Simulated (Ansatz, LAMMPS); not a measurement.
# Amorphous Si0.25Ge0.75 (72 atoms): relaxed cell and levels of theory

What does this cell relax to, and how do the Kohn-Sham gap, forces and pressure change with functional?

Calculated with Ansatz 0.2.0: Kohn-Sham DFT, PBE, PAW (set soft_2), plane waves; cutoff 420 eV, Γ point, fermi-dirac smearing of 0.025 eV.

In doubt: the hybrid run may have settled on a false gap or state (Ansatz), so the values of those runs are not to be relied on; a hybrid on one k-point of a small cell (Ansatz), which bears on gaps and moments.

**The cell**

Density at the start: 4.44 g/cm³. The cell holds 72 atoms: 18 Si and 54 Ge. Its edges and angles: a = 11.832 Å, b = 11.832 Å, c = 11.832 Å, α = 90.0°, β = 90.0°, γ = 90.0°. 72 atoms (18 Si, 54 Ge) placed at random at 4.44 g/cm³, melted at 3500 K for 10 ps at fixed volume with the Tersoff potential (Tersoff, Phys. Rev. B 39, 5566 (1989)). Quenched from 3500 K to 300 K at 20 K/ps and fixed volume, annealed at 800 K for 20 ps, held 5 ps, then minimised at fixed cell.

Cell and atoms were relaxed with PBE. The walk converged after 12 steps, with a largest force component of 0.0249 eV/Å; it began at an r.m.s. force component of 0.27 eV/Å. The edges went from 11.832, 11.832, 11.832 to 11.557, 12.028, 11.961 Å, and the volume from 23.003 to 23.089 Å³ an atom (+0.4 %).

The input of the reference single point:

```yaml
crystal:
  lattice:
    - [11.55621, -0.08308, -0.05983]
    - [-0.08308, 12.02798, -0.01635]
    - [-0.05983, -0.01635, 11.96086]
  atoms:
    - { symbol: Si, position: [0.2616, 0.38765, 0.02375] }
    - { symbol: Si, position: [0.54612, 0.16539, 0.1566] }
    - { symbol: Si, position: [0.41524, 0.80665, 0.49235] }
    - { symbol: Si, position: [0.49246, 0.98732, 0.2188] }
    [... 66 atom lines left out ...]
    - { symbol: Ge, position: [0.86771, 0.08311, 0.94613] }
    - { symbol: Ge, position: [0.2316, 0.55437, 0.31924] }
kpoints:
  mp_grid: { grid: [1, 1, 1] }
hamiltonian:
  xc: pbe
scf:
  occupations: { method: fermi_dirac, width: 0.025 }
output:
  forces: true
  stress: true
  populations: true
  dos:
    method: { smearing: { sigma: 0.08 } }
    de: 0.05
    projected: { site_lists: { Ge: [Ge], Si: [Si] } }
  eigenvalues: true
  write_density: true
  write_potential: true
  volumetric_format: npy
```

**Bonds after relaxation**

Bonds by pair of elements; cutoffs follow the first minimum of g(r), held within bounds set by covalent radii, and pairs that aren't listed don't count as bonded:

```csv
pair A-B,cutoff (Å),bonds,mean length (Å),spread (Å),shortest (Å),B about A,A about B
Ge-Ge,3.02,80,2.58,0.11,2.43,2.96,2.96
Ge-Si,2.77,63,2.46,0.067,2.33,1.17,3.5
Si-Si,2.77,5,2.35,0.018,2.31,0.556,0.556
```

How many atoms have how many bonded neighbours:

```csv
element,mean,3,4,5
Ge,4.13,2,43,9
Si,4.06,0,17,1
```

**Levels of theory**

Single points at the relaxed geometry:

| functional | k-mesh | Kohn-Sham gap (eV) | pressure (GPa) | r.m.s. force component (eV/Å) | SCF cycles | time |
| --- | --- | --- | --- | --- | --- | --- |
| PBE | 1×1×1 | 0.280 | 0.01 | 0.008 | 14 | 52 s |
| r2SCAN | 1×1×1 | 0.286 | -2.22 | 0.083 | 13 | 1.8 min |
| PBEsol | 1×1×1 | 0.278 | -2.52 | 0.031 | 13 | 43 s |

The gap is that between the highest filled and lowest empty Kohn-Sham level on the run's k-points. Cutoffs: 420 eV for PBE and PBEsol; 500 eV for r2SCAN. Times come from shared hosts and are rough.

**Findings**

By these cutoffs 80 % of Ge atoms have 4 and 94 % of Si atoms have 4 neighbours. The Kohn-Sham gap is 0.28 eV with PBE on the 1×1×1 mesh. On the reference's mesh the gap changes with r2SCAN by +0.01 eV and PBEsol by under 0.01 eV. Against the reference the pressure changes with r2SCAN by -2.2 GPa and PBEsol by -2.5 GPa; a negative change means that the functional would take a smaller volume.

Limits: 1 converged run is left out of the tables as doubtful (a hybrid that may have settled on a false gap or state, or a run that ended in another magnetic state). All single points share the geometry relaxed with PBE. One sample; tail or defect levels can set the gap of a disordered cell. The quench rate of 20 K/ps is many orders above laboratory rates, so the cell is likely richer in defects and strain than a real sample. The network of bonds at the start is that of the classical potential that made the cell, and needn't be the one that DFT or experiment would give. Spin–orbit coupling is left out; it splits the top valence bands of compounds with Ge, As, Se, Sb or Te and narrows their gaps.

[Long decimals in the printed logs are rounded to 6 places.]

[Logs are printed without paths, hosts, clocks, repeated set-up lines and the standing remarks that a program may print on its own settings, such as how far it seeks lower states.]

[Hosts, paths, dates, database ids (printed as entryN), source tags and the programs' standing remarks are cut or masked in the printed files.]

[Runs of further levels or settings that didn't converge aren't in the tables.]
